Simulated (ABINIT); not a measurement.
An input for ABINIT 10.8.3 (Sr2MgMoO6 (Fm-3m)):

```
acell 3*1.0 Angstrom
rprim 
  0.000000000000 4.001502000000 4.001502000000
  4.001502000000 0.000000000000 4.001502000000
  4.001502000000 4.001502000000 -0.000000000000
ntypat 4
znucl 38 12 42 8
natom 10
typat 1 1 2 3 4 4 4 4 4 4
xred 
  0.250000000000 0.250000000000 0.250000000000
  0.750000000000 0.750000000000 0.750000000000
  0.500000000000 0.500000000000 0.500000000000
  0.000000000000 0.000000000000 -0.000000000000
  0.757256000000 0.242744000000 0.242744000000
  0.242744000000 0.757256000000 0.757256000000
  0.242744000000 0.757256000000 0.242744000000
  0.757256000000 0.242744000000 0.757256000000
  0.242744000000 0.242744000000 0.757256000000
  0.757256000000 0.757256000000 0.242744000000
pp_dirpath "pseudos"
pseudos "Sr.upf, Mg.upf, Mo.upf, O.upf"
ecut 38
ngkpt 2 2 2
nshiftk 1
shiftk 0 0 0
kptopt 1
chksymbreak 0
iscf -2
irdden 1
istwfk *1
nband 91
nbdbuf 8
tolwfr 1e-09
nstep 60
prtvol 0
indata_prefix "in"
outdata_prefix "out"
tmpdata_prefix "tmp"
```

```sh
OMP_NUM_THREADS=1 mpirun -n 4 abinit run.abi > log
```

Q: How long will it take on 4 MPI ranks of Intel Xeon 6975P-C (Granite Rapids), shared host, and how much memory?

It took 24 s; on shared hardware allow 12 s to 48 s. Peak host memory was 0.45 GiB.

[Paths, hosts, dates, memory and timing lines, banners, echoed tables and standing remarks are left out of the program output.]

[Logs are printed without paths, hosts, clocks, repeated set-up lines and the standing remarks that a program may print on its own settings, such as how far it seeks lower states.]

[Runs of the session that timed out or met a known fault of the program may be left out.]

[Hosts, paths, dates, database ids (printed as entryN), source tags and the programs' standing remarks are cut or masked in the printed files.]

[G0W0 gaps are taken among the corrected bands and points alone; a level outside them can change the order at an edge.]

[Where Ansatz stands beside ABINIT at settings called matched, ABINIT's density can come from a denser mesh and the files from another edition; pairs whose starting gaps differed by over 0.03 eV were left out, so agreement reads better than it is.]
